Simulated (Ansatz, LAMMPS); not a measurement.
## Structural relaxation of glassy 64SiO2-18MgO-9Li2O-9K2O (mol %) (155 atoms)

Wanted: the relaxed structure of glassy 64SiO2-18MgO-9Li2O-9K2O (mol %) (155 atoms) and its electronic structure.

Calculated with Ansatz 0.2.0; Kohn-Sham DFT, PBE, PAW (set soft_2), plane waves.

**1. The structure**

The cell holds 155 atoms: 35 Si, 10 Mg, 10 Li, 10 K and 90 O. Cell: a = 12.664 Å, b = 12.664 Å, c = 12.664 Å, α = 90.0°, β = 90.0°, γ = 90.0°. 155 atoms (35 Si, 10 Mg, 10 Li, 10 K, 90 O) placed at random at 2.4 g/cm³, melted at 4000 K for 10 ps at fixed volume with the Morse and Coulomb pair potential with partial charges (Pedone, Malavasi, Menziani, Cormack and Segre, J. Phys. Chem. B 110, 11780 (2006)). Quenched from 4000 K to 300 K at 50 K/ps and fixed volume, held 10 ps at zero pressure.

Limits known from the start: The quench rate of 50 K/ps is many orders above laboratory rates, so the cell is likely richer in defects and strain than a real sample. The network of bonds at the start is that of the classical potential that made the cell. Sampling is at Γ alone, for a cell whose shortest periodic width is 13 Å.

**2. Making the structure**

A classical potential makes the cell, at a small fraction of what the same run would cost in DFT.

This step: classical MD, Morse and Coulomb pair potential with partial charges (Pedone, Malavasi, Menziani, Cormack and Segre, J. Phys. Chem. B 110, 11780 (2006)) (LAMMPS 22 Jul 2025 - Update 4).

Contents of in.lmp:

```
# melt-quench of Si35Mg10Li10K10O90
units metal
atom_style charge
boundary p p p
region box block 0 12.9327 0 12.9327 0 12.9327
create_box 5 box
mass 1 28.0850   # Si
mass 2 24.3050   # Mg
mass 3 6.9400   # Li
mass 4 39.0983   # K
mass 5 15.9990   # O
create_atoms 1 random 35 601135 NULL overlap 1.5 maxtry 2000
create_atoms 2 random 10 601142 NULL overlap 1.5 maxtry 2000
create_atoms 3 random 10 601149 NULL overlap 1.5 maxtry 2000
create_atoms 4 random 10 601156 NULL overlap 1.5 maxtry 2000
create_atoms 5 random 90 601163 NULL overlap 1.5 maxtry 2000
pair_style hybrid/overlay pedone 5.5 coul/long 8.0
pair_coeff * * coul/long
pair_coeff 1 5 pedone 0.340554 2.006700 2.100000 1   # Si-O
pair_coeff 2 5 pedone 0.038908 2.281000 2.586153 5   # Mg-O
pair_coeff 3 5 pedone 0.001114 3.429506 2.681360 1   # Li-O
pair_coeff 4 5 pedone 0.011612 2.062605 3.305308 5   # K-O
pair_coeff 5 5 pedone 0.042395 1.379316 3.618701 22   # O-O
set type 1 charge 2.4
set type 2 charge 1.2
set type 3 charge 0.6
set type 4 charge 0.6
set type 5 charge -1.2
kspace_style pppm 1.0e-4
neigh_modify delay 0 every 1 check yes
thermo_style custom step time temp pe press density
thermo_modify norm yes
timestep 0.002
thermo 100
# [... 15 lines left out ...]
fix md all nvt temp 4000 300 0.2
run 37000 post no
unfix md
thermo 1666
fix md all npt temp 300 300 0.2 iso 0 0 2
run 5000 post no
unfix md
write_dump all custom glass.dump id type xs ys zs modify sort id
```

Launch:

```bash
$ lmp -in in.lmp -log none -nocite
```

Numbers of over 12 decimals in the logs are rounded to 6 here.

The program printed:

```text
LAMMPS (22 Jul 2025 - Update 4)
Created orthogonal box = (0 0 0) to (12.9327 12.9327 12.9327)
Created 35 atoms
Created 10 atoms
Created 10 atoms
Created 10 atoms
Created 90 atoms
PPPM initialization ...
  G vector (1/distance) = 0.38716024
  grid = 15 15 15
  estimated relative force accuracy = 4.1513739e-05
   Step          Time           Temp          PotEng         Press         Density
         0   0              0              0.57519122     695898.76      2.4000186
       100   0.2            0             -13.703307     -6297.1403      2.4000186
       103   0.206          0             -13.707816     -6303.9435      2.4000186
[... 19 lines left out ...]
[... 2 lines left out ...]
Loop time of 4.23548 s on 1 MPI rank(s) for 5000 steps with 155 atoms
   Step          Time           Temp          PotEng         Press         Density
[... 12 lines left out ...]
Loop time of 28.6027 s on 1 MPI rank(s) for 37000 steps with 155 atoms
   Step          Time           Temp          PotEng         Press         Density
[... 1 line left out ...]
     43316   86.632         271.01723     -13.781425     -912.21617      2.5047636
     44982   89.964         296.19484     -13.77981      -4861.2414      2.5183447
     46648   93.296         294.9726      -13.78663      -778.29464      2.5548475
     48000   96             317.38638     -13.786462     -3696.7941      2.5558625
Loop time of 5.00767 s on 1 MPI rank(s) for 5000 steps with 155 atoms
```

Elapsed: 39 s, on 1 thread of Intel Xeon Platinum 8488C (Sapphire Rapids), shared host; peak memory 0.069 GiB.

**3. Single point at the start**

A single point comes first, to see the forces before anything moves.

Contents of input.yaml:

```yaml
crystal:
  lattice:
    - [12.66431, 0.0, 0.0]
    - [0.0, 12.66431, 0.0]
    - [0.0, 0.0, 12.66431]
  atoms:
    - { symbol: Si, position: [0.6429, 0.8013, 0.7841] }
    - { symbol: Si, position: [0.5639, 0.20836, 0.29076] }
    - { symbol: Si, position: [0.05803, 0.79709, 0.15858] }
    - { symbol: Si, position: [0.87971, 0.27029, 0.45115] }
    - { symbol: Si, position: [0.00971, 0.83663, 0.39796] }
    - { symbol: Si, position: [0.61213, 0.05868, 0.48634] }
    - { symbol: Si, position: [0.05728, 0.98617, 0.98892] }
    - { symbol: Si, position: [0.49549, 0.13148, 0.86748] }
    - { symbol: Si, position: [0.2551, 0.28408, 0.06791] }
    - { symbol: Si, position: [0.36185, 0.34269, 0.28244] }
    - { symbol: Si, position: [0.48548, 0.79338, 0.24094] }
    - { symbol: Si, position: [0.8177, 0.47082, 0.3118] }
    - { symbol: Si, position: [0.07624, 0.26036, 0.61733] }
    - { symbol: Si, position: [0.90876, 0.93788, 0.80444] }
    - { symbol: Si, position: [0.33822, 0.65544, 0.59083] }
    - { symbol: Si, position: [0.26683, 0.04558, 0.09904] }
    - { symbol: Si, position: [0.7129, 0.65608, 0.60253] }
    - { symbol: Si, position: [0.37378, 0.33528, 0.8519] }
    - { symbol: Si, position: [0.14939, 0.60535, 0.86952] }
    - { symbol: Si, position: [0.64572, 0.19581, 0.06144] }
    - { symbol: Si, position: [0.80186, 0.49105, 0.86365] }
    - { symbol: Si, position: [0.52264, 0.72946, 0.46858] }
    - { symbol: Si, position: [0.71632, 0.43755, 0.09316] }
    - { symbol: Si, position: [0.2301, 0.44986, 0.68143] }
    - { symbol: Si, position: [0.57887, 0.45595, 0.62364] }
    - { symbol: Si, position: [0.70542, 0.2435, 0.62925] }
    - { symbol: Si, position: [0.84937, 0.75278, 0.0843] }
    - { symbol: Si, position: [0.40221, 0.94808, 0.5248] }
    - { symbol: Si, position: [0.88288, 0.27046, 0.78655] }
    - { symbol: Si, position: [0.03028, 0.32217, 0.16184] }
    - { symbol: Si, position: [0.87879, 0.17197, 0.02056] }
    - { symbol: Si, position: [0.44646, 0.93364, 0.99372] }
    [... 117 atom lines left out ...]
    - { symbol: O, position: [0.6687, 0.69707, 0.71525] }
    - { symbol: O, position: [0.51086, 0.61199, 0.90984] }
    - { symbol: O, position: [0.2679, 0.71266, 0.50332] }
    - { symbol: O, position: [0.8072, 0.46398, 0.99113] }
    - { symbol: O, position: [0.45487, 0.64914, 0.54259] }
    - { symbol: O, position: [0.79488, 0.2889, 0.54944] }
kpoints:
  mp_grid: { grid: [1, 1, 1] }
hamiltonian:
  xc: pbe
scf:
  occupations: { method: fixed }
output:
  forces: true
  stress: true
  populations: true
  dos:
    method: { smearing: { sigma: 0.15 } }
    de: 0.1
    projected: { site_lists: { K: [K], Li: [Li], Mg: [Mg], O: [O], Si: [Si] } }
  eigenvalues: true
```

Launch:

```bash
$ ansatz run input.yaml --threads 4 --pin off --max-ram 8192MiB --backend cpu --events-out ev --progress --plain --runs-dir out
```

The program printed:

```text
Engine: ansatz 0.2.0, x86_64-unknown-linux-gnu
Pseudopotentials: kind: paw
Pseudopotential: Si, paw, valence charge 4, recommended cutoff 420 eV (normal), Si.paw.azcp
Pseudopotential: Mg, paw, valence charge 10, recommended cutoff 420 eV (normal), Mg.paw.azcp
Pseudopotential: Li, paw, valence charge 3, recommended cutoff 420 eV (normal), Li.paw.azcp
Pseudopotential: K, paw, valence charge 9, recommended cutoff 420 eV (normal), K.paw.azcp
Pseudopotential: O, paw, valence charge 6, recommended cutoff 420 eV (normal), O.paw.azcp
[... 5 lines on functional and potentials left out ...]
Crystal: 155 atoms, lattice volume = 2031.162 Å³
Basis set: ecut = 420 eV, 39607 PW (Γ), exchange–correlation on 180×180×180 points (8 copies of the dense FFT grid, shifted against one another)
Bands: 605, of which v1, the nominal top of the filled ones, is band 450 counted from 1 (449 counted from 0)
Symmetry: 1 space group operations
Space group: P1 (ITA 1), of the structure as read, at distance tolerance 1.3e-4 Å
k-points: 1
[... 11 lines on functional and potentials left out ...]
Initial density: superposition of atomic densities (neutral atoms: chi_scale 0, normalization atom), corrected by the library's trained network
Initial wavefunctions: pseudopotential atomic-orbital guess
Functional: x = pbe(κ = 0.804, μ = 0.219515), c = pbe(β = 0.066725)
SCF iter   1: F=—  HF=-110147.568746 eV  |F-HF|=—  |Δ(HF+E_count)|=         —  Δρ=2.08e-3  dr2=1.72e-1  ethr=1.77e-3  ⟨swp⟩=5.0  Hψ=2134  notcnv=0  defer=151
preconditioner: auto → Resta (q_TF=auto, 2.382 Å⁻¹)  ε∞=3.1  [insulator: Δε(μ)=3.050 eV  Ē_g=15.775 eV  n_scr=460 (ndim 8)  ℏωp=23.0 eV  f_vac=0.109  ε∞_Penn≈3.1]
SCF iter   2: F=—  HF=-110147.548846 eV  |F-HF|=—  |Δ(HF+E_count)|=   1.99e-2  Δρ=1.16e-3  dr2=4.77e-2  ethr=1.92e-5  ⟨swp⟩=2.0  Hψ=1128  notcnv=0  defer=153
SCF iter   3: F=—  HF=-110147.545864 eV  |F-HF|=—  |Δ(HF+E_count)|=   2.98e-3  Δρ=6.24e-4  dr2=1.28e-2  ethr=5.30e-6  ⟨swp⟩=3.0  Hψ=779  notcnv=0  defer=153
SCF iter   4: F=—  HF=-110147.543740 eV  |F-HF|=—  |Δ(HF+E_count)|=   2.12e-3  Δρ=2.01e-4  dr2=1.05e-3  ethr=1.43e-6  ⟨swp⟩=3.0  Hψ=774  notcnv=0  defer=153
SCF iter   5: F=—  HF=-110147.543814 eV  |F-HF|=—  |Δ(HF+E_count)|=   7.48e-5  Δρ=1.24e-4  dr2=2.78e-4  ethr=1.17e-7  ⟨swp⟩=2.0  Hψ=904  notcnv=0  defer=153
SCF iter   6: F=—  HF=-110147.543824 eV  |F-HF|=—  |Δ(HF+E_count)|=   9.91e-6  Δρ=4.69e-5  dr2=4.32e-5  ethr=3.09e-8  ⟨swp⟩=2.0  Hψ=835  notcnv=0  defer=153
SCF iter   7: F=—  HF=-110147.544421 eV  |F-HF|=—  |Δ(HF+E_count)|=   5.97e-4  Δρ=1.42e-5  dr2=4.81e-6  ethr=4.80e-9  ⟨swp⟩=2.0  Hψ=1051  notcnv=0  defer=152
SCF iter   8: F=—  HF=-110147.544424 eV  |F-HF|=—  |Δ(HF+E_count)|=   3.42e-6  Δρ=9.68e-6  dr2=1.66e-6  ethr=5.34e-10  ⟨swp⟩=2.0  Hψ=793  notcnv=0  defer=152
SCF iter   9: F=—  HF=-110147.544425 eV  |F-HF|=—  |Δ(HF+E_count)|=   9.20e-8  Δρ=2.60e-6  dr2=1.42e-7  ethr=1.84e-10  ⟨swp⟩=2.0  Hψ=833  notcnv=0  defer=152
SCF iter  10: F=-110147.544425 eV  HF=-110147.544425 eV  |F-HF|=5.76e-9  |Δ(HF+E_count)|=   8.09e-8  Δρ=1.11e-6  dr2=2.58e-8  ethr=1.11e-11  ⟨swp⟩=20.0  Hψ=3838  notcnv=0
SCF 1 converged in 10 iterations: F = -110147.544425 eV  dr2 = 2.58e-8
  greatest PAW one-centre occupation: 1.000 electrons in one spin orbital (limit 2), on the Mg atom at site 42 (counted from 0), in its partial waves of l = 0
SCF converged after 10 iterations
Free energy (F): -110147.544425 eV
Harris-Foulkes:  -110147.544425 eV  (|F-HF|=5.76e-9)
Internal energy: -110147.544425 eV  (E = F + TS)
E sigma→0 (E₀):  -110147.544425 eV
Fermi energy:    4.745114 eV
--- Per-component energies (eV) ---
  E_band       = -7588.359451
  E_kinetic    = 21206.594255
  E_local      = -70526.730543  (includes V_loc(G=0)·N_el)
  E_nonlocal   = 5931.738552
  E_hartree    = 26153.469419
  E_xc         = -10429.847649
  E_vxc        = -12414.829879  (∫ρ·V_xc dr)
  E_paw        = -43210.919102  (= ΣΔE_a)
  E_vpaw       = -4092.298891  (= ΣTr[D̂ρ^β])
  E_aug_tail   = 0.229800  (compensation charges beyond the density's cutoff)
  E_ewald      = -39272.079157
  E_smearing   = -0.000000  (= −TS)
  E_closure    = 0.000000  (closes the sum)
  Σ components = -110147.544425   (vs F -110147.544425, Δ=0.00e0)
--- Forces (eV/Å), atoms counted from 1 ---
  atom   1  Si     0.91630579     0.55430077    -0.27624648
  atom   2  Si     1.43112034     2.80431650    -0.06418364
  atom   3  Si    -1.22351628     1.27974984    -0.49959380
  atom   4  Si    -1.44438419    -2.05046561     0.12023051
  atom   5  Si     0.67640692    -3.07872836    -2.27753951
  atom   6  Si    -3.91386705     3.34207910     0.98586561
  atom   7  Si    -2.92898267    -0.34086949     1.00181709
  atom   8  Si     3.30118225    -1.01681510     0.99020798
  atom   9  Si    -0.40739877     2.06954489    -0.68905425
  atom  10  Si     1.18174931    -1.40747677     0.04680881
  atom  11  Si    -0.12741408    -1.21752914     1.43256296
  atom  12  Si     1.70252414     0.31439493     4.44157741
  atom  13  Si    -2.13735758     0.33241748     0.39865289
  atom  14  Si    -0.43700416     1.19498183     2.85673454
[...]
atom 154  O      1.36168802    -1.58194240    -0.83249139
  atom 155  O     -0.20842176     1.09533306     0.22797816
  max |Σ_I F_I| component: 9.21e-5 eV/Å
--- Stress (GPa, compression-positive) ---
        2.673784      -0.446032       0.225340
       -0.446031       7.393028      -0.269303
        0.225338      -0.269302       5.589491
  P = ⅓ Tr σ = 5.2188 GPa (52.188 kbar)
--- Band table (eV) ---
  k-point 0: bands = ["-70.0378", "-69.8234", "-69.8234", "-69.7397", [... 589 levels ...], "14.0327", "14.0587", "14.0787", "14.1071", "14.1336", "14.1594", "14.1670", "14.1785", "14.2405", "14.2781", "14.2978", "14.3163"]
--- Löwdin populations: 155 sites ---
  site symbol       q [e]
     0     Si      2.3745
     1     Si      2.3062
     2     Si      2.3004
[...]
154      O      6.8281
  spilling = 0.011354 (of n_electrons = 900.000000)
```

Wall time 35 s (4 threads of Intel Xeon Platinum 8488C (Sapphire Rapids), shared host); peak memory 3.4 GiB.

Read from the output:

- free energy: -110147.5444 eV
- free energy per atom: -710.6293 eV/atom
- SCF cycles: 10
- pressure: 5.219 GPa
- r.m.s. force component: 1.404 eV/Å
- longest force: 6.409 eV/Å
- Fermi energy: 4.745 eV
- gap (highest filled to lowest empty level): 2.862 eV
- spilling of the projection: 0.01135

The r.m.s. force component of 1.4 eV/Å and the pressure of 5.2 GPa set the starting point.

Length of the force by element:

```
element  coordination  atoms  mean length of the force (eV/Å)  spread  least   most
      K           all     10                            0.585   0.177  0.250  0.898
     Li           all     10                            0.709   0.455  0.139   1.88
     Mg           all     10                             1.14   0.773  0.237   2.88
      O           all     90                             2.08    1.20  0.284   6.41
     Si           all     35                             2.98    1.27   1.07   6.09
```

(Part 1 of 3 ends here.)

[Logs are printed without paths, hosts, clocks, repeated set-up lines and the standing remarks that a program may print on its own settings, such as how far it seeks lower states.]

[Hosts, paths, dates, database ids (printed as entryN), source tags and the programs' standing remarks are cut or masked in the printed files.]
